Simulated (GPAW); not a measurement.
## Nb: optical spectrum from first principles

Aim: the dielectric function of Nb, and the optical constants that follow from it. The cell comes from an older database entry, whose edges can differ from later determinations, mostly by under a per cent.

Program: GPAW 26.7.0. Level of theory: DFT, PBE, plane-wave PAW (GPAW data sets), scalar-relativistic, RPA, optical limit. Results are calculated unless marked as measured.

The database entry behind the starting cell differs from later determinations by our own check (about 0.8 % long, hydrogen-cycled sample), so it need not match the best structure at ambient conditions.

### 1. Starting point

It takes space group Im-3m (No. 229, cubic). The conventional cell has a = 3.328 Å, b = 3.328 Å, c = 3.328 Å, α = 90.00°, β = 90.00°, γ = 90.00°. Nearest to Nb lie 8 Nb at 2.88 Å.

As a file:

```
Nb
1.0
    -1.66395    1.66395    1.66395
     1.66395   -1.66395    1.66395
     1.66395    1.66395   -1.66395
Nb
1
Cartesian
  0.0000 0.0000 0.0000
```

### 2. Bands for the response

The response needs many more empty bands than the density does.

This step: DFT, PBE, plane-wave PAW (GPAW data sets), scalar-relativistic, bands at fixed density (GPAW 26.7.0).

File nscf.py:

```python
from ase.dft.bandgap import bandgap
from gpaw import GPAW, FermiDirac

calc = GPAW('gs.gpw').fixed_density(kpts={'size': (18, 18, 18), 'gamma': True}, nbands=30, convergence={'bands': 24},
                                    occupations=FermiDirac(0.05), txt='nscf.txt')
print('gap (eV)', bandgap(calc, output=None)[0])
print('direct gap (eV)', bandgap(calc, direct=True, output=None)[0])
print('top band over the Fermi level (eV)', min(calc.get_eigenvalues(kpt=k)[23] for k in range(len(calc.get_ibz_k_points()))) - calc.get_fermi_level())
calc.write('full.gpw', mode='all')
```

On the command line:

```
OMP_NUM_THREADS=1 python nscf.py
```

Numbers of over 12 decimals in the logs are rounded to 6 here.

Output:

```text
Diagonalizing LCAO Hamiltonian
Converting LCAO to pw mode
convergence criteria:
- Maximum integral of absolute [eigenst]ate change: 4e-08 eV^2 / valence electron
maximum number of iterations: 150

SCF iterations
|iter     |      energy | eigst |  dens |
|iter:   1||             | +3.25 |       |
|iter:   2||             | +1.18 |       |
|iter:   3||             | -1.25 |       |
|iter:   4||             | -2.94 |       |
|iter:   5||             | -4.87 |       |
|iter:   6||             | -6.35 |       |
|iter:   7||             | -7.78c|       |
SCF steps: 7
  __  _  _
 | _ |_)|_||  |
 |__||  | ||/\| - 26.7.0

Versions:
  Python: 3.12.14
  ASE:    3.29.0
  Numpy:  2.5.5
  Scipy:  1.18.1
  Libxc:  7.0.0

Input parameters:
  mode=PW(ecut=500.0),
  convergence={'bands': 24},
  gpts=array([15, 15, 15]),
  kpts=MonkhorstPack(size=(18, 18, 18), gamma=True),
  maxiter=150,
  nbands=30,
  occupations=Occupations(name='fermi-dirac', width=0.05, fixmagmom=False),
  parallel={},
  xc=XC(name='PBE')

--- standard output ---
gap (eV) 0.0
direct gap (eV) 0.0
top band over the Fermi level (eV) 40.871396
```

It took 2.2 min on 1 thread of Intel Xeon at 2.50GHz (Skylake/Cascade Lake), shared host; peak memory 0.18 GiB.

### 3. Dielectric function, RPA

Local fields let the induced charge screen the field inside the cell, which as a rule lowers ε, most along directions where the density is uneven.

This step: DFT, PBE, plane-wave PAW (GPAW data sets), scalar-relativistic, RPA, optical limit (GPAW 26.7.0).

File df.py:

```python
from gpaw.response.df import DielectricFunction

df = DielectricFunction('full.gpw', frequencies={'type': 'nonlinear', 'domega0': 0.03, 'omega2': 8},
                        ecut=50,
                        eta=0.15,
                        nbands=24,
                        rate=0.05,
                        txt='df.txt')
for direction in ['x']:
    df.get_dielectric_function(xc='RPA', direction=direction, filename=f'df_{direction}.csv')
```

On the command line:

```
OMP_NUM_THREADS=1 python df.py
```

Output:

```text
Using integrator: PointIntegrator
NonLinearFrequencyDescriptor(from 0.000 to 104.051 eV, 544 points)
Nonperiodic BCs:  [False False False]
Using integrator: PointIntegrator
NonLinearFrequencyDescriptor(from 0.000 to 104.051 eV, 544 points)
Nonperiodic BCs:  [False False False]
Using integrator: PointIntegrator

Calculating chi0 body with:
    Ground state adapter containing:
    Number of spins: 1
    Number of kpoints: 5832
    Number of irreducible kpoints: 195
    Number of completely occupied states: 5
    Number of partially occupied states: 8

    Linear response parametrization:
    q_c: [0.0, 0.0, 0.0]
    Number of frequency points: 544
    Planewave cutoff: 50.0
    Number of bands: 24
    Number of planewaves: 13
    Broadening (eta): 0.15

Integrating chi0 body.

Symmetries of q_c:
    Direct symmetries (Uq -> q): 48
    Indirect symmetries (TUq -> q): 0
In total 48 allowed symmetries.

195 groups of equivalent kpoints. 96.656379% reduction.

Integral kind: spectral function

Calculating chi0 optical extensions with:
    Ground state adapter containing:
    Number of spins: 1
    Number of kpoints: 5832
    Number of irreducible kpoints: 195
    Number of completely occupied states: 5
    Number of partially occupied states: 8

    Linear response parametrization:
    Number of frequency points: 544
    Planewave cutoff: 50.0
    Number of bands: 24
    Number of planewaves: 13
    Broadening (eta): 0.15
Integrating chi0 head and wings.

Symmetries of q_c:
    Direct symmetries (Uq -> q): 48
    Indirect symmetries (TUq -> q): 0
In total 48 allowed symmetries.

195 groups of equivalent kpoints. 96.656379% reduction.

Integral kind: spectral function wings

Calculating drude chi0 with:
    Number of frequency points:544
    Plasma frequency decay rate: 0.05 eV

    Ground state adapter containing:
    Number of spins: 1
    Number of kpoints: 5832
    Number of irreducible kpoints: 195
    Number of completely occupied states: 5
    Number of partially occupied states: 8

Symmetries of q_c:
    Direct symmetries (Uq -> q): 48
    Indirect symmetries (TUq -> q): 0
In total 48 allowed symmetries.

195 groups of equivalent kpoints. 96.656379% reduction.

Integral kind: intraband
Plasma frequency:
[[8.45+0.j 0.  +0.j 0.  +0.j]
 [0.  +0.j 8.45+0.j 0.  -0.j]
 [0.  +0.j 0.  -0.j 8.45+0.j]]
```

Run time: 40 s. Hardware: 1 thread; peak memory 0.19 GiB.

Some rows of df_x.csv (energy; Re and Im without local fields; Re and Im with them):

```text
0.000000, 28566.952813, 0.000000, 28566.853988, 0.000000
0.460735, -302.578078, 78.248348, -302.680844, 78.255518
0.943989, -56.475992, 16.980925, -56.585503, 16.986186
1.451455, -14.216062, 14.373225, -14.334118, 14.364779
1.984998, -1.455383, 20.052581, -1.574696, 20.023913
2.546682, -2.492890, 17.466995, -2.586858, 17.418972
3.138794, -2.324583, 16.064296, -2.398890, 16.004584
3.763875, 3.331662, 16.582627, 3.308115, 16.562852
4.424758, -6.951342, 21.053861, -7.012396, 21.120408
5.124608, -9.184789, 9.915414, -9.280100, 9.937240
5.866977, -7.131557, 5.217561, -7.242903, 5.221629
6.655862, -4.761938, 3.225075, -4.865532, 3.216651
7.495775, -4.104363, 3.326262, -4.219898, 3.325847
8.391833, -2.653212, 1.528284, -2.762445, 1.511925
9.349861, -0.835931, 1.066664, -0.930454, 1.060427
10.376517, -0.286194, 1.842949, -0.382852, 1.862358
11.479449, -0.417456, 2.275877, -0.556988, 2.331827
12.667487, -0.177960, 1.659916, -0.406684, 1.697270
13.950874, -0.094197, 2.277112, -0.330340, 2.081264
```

Sum at mesh points, not converged in k. Im ε, E ∥ x against photon energy; read off at these points:

```tsv
photon energy (eV)	Im ε, E ∥ x
0.50	62.5
1.00	16.2
1.50	14.1
2.00	20.0
2.50	18.1
3.00	17.8
3.50	13.2
4.00	19.0
4.24	22.8
4.50	20.5
5.00	10.3
5.50	7.22
6.00	4.83
6.50	3.58
7.00	3.14
7.50	3.31
8.00	2.01
8.50	1.45
9.00	1.05
9.50	1.17
10.00	1.77
10.50	1.84
11.00	2.07
11.50	2.29
12.00	2.07
12.50	1.79
13.00	1.76
13.50	2.07
```

Values under 1 per cm are given as 1; sum at mesh points, not converged in k. Absorption coefficient, E ∥ x against photon energy:

```tsv
photon energy (eV)	absorption coefficient, E ∥ x (1/cm)
0.492	8.2e5
1.010	7.1e5
1.486	6.0e5
1.985	6.6e5
2.508	8.2e5
3.018	9.5e5
3.510	8.6e5
3.980	1.2e6
4.516	1.8e6
4.981	1.8e6
5.515	1.8e6
6.021	1.7e6
6.494	1.6e6
6.985	1.4e6
7.496	1.7e6
8.026	1.6e6
8.516	1.4e6
9.023	1.2e6
9.483	9.9e5
10.026	9.8e5
10.519	1.0e6
11.029	1.2e6
11.479	1.4e6
12.023	1.3e6
12.504	1.4e6
13.000	1.3e6
13.512	1.5e6
```

Sum at mesh points, not converged in k. Table of loss function −Im 1/ε at q → 0, E ∥ x by energy loss; read off at these points:

energy loss (eV), loss function −Im 1/ε at q → 0, E ∥ x and a bar:
```
    0.500      0.001 
    0.750      0.002 
    1.000      0.006 
    1.250      0.018 #
    1.500      0.041 ##
    1.750      0.062 ###
    2.000      0.050 ##
    2.250      0.052 ##
    2.500      0.054 ##
    2.750      0.063 ###
    3.000      0.056 ##
    3.250      0.068 ###
    3.500      0.074 ###
    3.750      0.059 ##
    4.000      0.052 ##
    4.250      0.043 ##
    4.500      0.042 ##
    4.750      0.040 ##
    5.000      0.051 ##
    5.250      0.053 ##
    5.500      0.056 ##
    5.750      0.061 ###
    6.000      0.070 ###
    6.250      0.079 ###
    6.500      0.086 ####
    6.750      0.102 ####
    7.000      0.162 #######
    7.250      0.140 ######
    7.500      0.115 #####
    7.750      0.119 #####
    8.000      0.126 #####
    8.250      0.139 ######
    8.500      0.165 #######
    8.750      0.203 ########
    9.000      0.262 ###########
    9.250      0.434 ##################
    9.500      0.617 ##########################
    9.750      0.721 ##############################
   10.000      0.567 ########################
   10.250      0.480 ####################
   10.448      0.549 #######################
   10.500      0.540 ######################
   10.750      0.439 ##################
   11.000      0.468 ###################
   11.103      0.495 #####################
   11.250      0.447 ###################
   11.500      0.411 #################
   11.750      0.488 ####################
   11.788      0.491 ####################
   12.000      0.473 ####################
   12.250      0.422 ##################
   12.500      0.486 ####################
   12.750      0.554 #######################
   13.000      0.560 #######################
   13.250      0.506 #####################
   13.500      0.467 ###################
   13.750      0.503 #####################
```

The reflectivity at normal incidence, E ∥ x has structure finer than the step of the table below, so its rows give means over 0.25 eV, whole bins alone (the curve runs from 0.305 to 14.0 eV). Peaks (eV: height): 5.715: 69.6, 7.966: 65.7, 12.423: 30.9.

Sum at mesh points, not converged in k. Table of reflectivity at normal incidence, E ∥ x by photon energy; means over each step:

```tsv
photon energy (eV)	reflectivity at normal incidence, E ∥ x (%)
0.50	97.1
0.75	95.6
1.00	91.2
1.25	81.9
1.50	68.7
1.75	54.4
2.00	55.0
2.25	54.8
2.50	54.3
2.75	50.8
3.00	52.8
3.25	51.0
3.50	45.5
3.75	47.5
4.00	51.6
4.25	57.8
4.50	63.4
4.75	68.6
5.00	67.5
5.25	67.6
5.50	68.8
5.75	69.3
6.00	68.2
6.25	67.2
6.50	66.6
6.75	64.9
7.00	54.5
7.25	53.3
7.50	61.0
7.75	63.6
8.00	65.2
8.25	64.9
8.50	64.3
8.75	62.1
9.00	58.6
9.25	48.5
9.50	35.4
9.75	24.9
10.00	20.2
10.25	24.0
10.50	21.8
10.75	23.8
11.00	24.5
11.25	22.9
11.50	27.4
11.75	25.9
12.00	24.2
12.25	27.2
12.50	29.3
12.75	24.6
13.00	22.2
13.25	21.5
13.50	24.7
13.75	24.1
```

Sum at mesh points, not converged in k. Table of Im ε, E ∥ x by photon energy; read off at these points:

```tsv
photon energy (eV)	without local fields	with local fields
0.50	62.5	62.5
0.75	23.4	23.4
1.00	16.2	16.2
1.25	14.9	14.9
1.50	14.1	14.1
1.75	15.8	15.8
2.00	20.1	20.0
2.25	19.0	19.0
2.50	18.1	18.1
2.75	15.9	15.9
3.00	17.8	17.8
3.25	14.4	14.4
3.50	13.3	13.2
3.75	16.3	16.3
4.00	19.0	19.0
4.25	22.8	22.9
4.50	20.4	20.5
4.75	14.2	14.2
5.00	10.3	10.3
5.25	9.12	9.14
5.50	7.20	7.22
5.75	5.65	5.65
6.00	4.83	4.83
6.25	4.17	4.16
6.50	3.58	3.58
6.75	2.95	2.94
7.00	3.15	3.14
7.25	4.24	4.24
7.50	3.31	3.31
7.75	2.68	2.66
8.00	2.01	2.01
8.25	1.75	1.74
8.50	1.46	1.45
8.75	1.23	1.22
9.00	1.06	1.05
9.25	1.00	0.997
9.50	1.18	1.17
9.75	1.31	1.30
10.00	1.75	1.77
10.25	2.00	2.03
10.50	1.82	1.84
10.75	2.19	2.24
11.00	2.03	2.07
11.25	2.18	2.23
11.50	2.24	2.29
11.75	1.91	1.96
12.00	2.02	2.07
12.25	2.19	2.26
12.50	1.74	1.79
12.75	1.70	1.74
13.00	1.74	1.76
13.25	1.99	1.97
13.50	2.16	2.07
13.75	2.09	1.94
```

From ε follow the optical constants at some laser and lamp lines:

```tsv
wavelength (nm)	n	k	R (%)	1/α
1064	1.35	5.701	85.8	15 nm
633	3.05	3.260	54.9	15 nm
532	2.91	3.214	54.6	13 nm
450	2.81	2.830	50.1	13 nm
308	3.23	2.980	51.7	8.2 nm
248	1.48	3.472	67.4	5.7 nm
193	0.77	2.477	66.7	6.2 nm
```

In reflection the computed colour is light grey: x = 0.318, y = 0.337, luminous reflectivity 55 %.

### 4. Summary of results

In words: At this level (PBE, RPA) Nb is a metal. The mesh is too coarse to trust the carriers' weight, the reflectivity or the colour to better than tens of per cent. In reflection the computed colour is light grey: x = 0.318, y = 0.337, luminous reflectivity 55 %. The carriers' damping of 0.05 eV is typed, not computed; it shapes the response at the lowest energies. In this version of GPAW the matrix elements of the optical limit are incomplete, which can lower ε − 1 by up to a tenth where first-row anions or d states rule, and shift it by more in d metals. GPAW's carrier term has the form −ωp²/(ω + i·rate)², which damps like twice the rate and fails at low energy, so the curves leave the lowest energies out. The sum runs over mesh points 0.15 Å⁻¹ apart with no interpolation, so peaks are partly noise of the mesh, and the Drude plasma energy, a sum over the Fermi surface, isn't converged.

[Machine, clock and banner lines and Python warnings are left out of the logs.]

[Logs are printed without paths, hosts, clocks, repeated set-up lines and the standing remarks that a program may print on its own settings, such as how far it seeks lower states.]

[Hosts, paths, dates, database ids (printed as entryN), source tags and the programs' standing remarks are cut or masked in the printed files.]
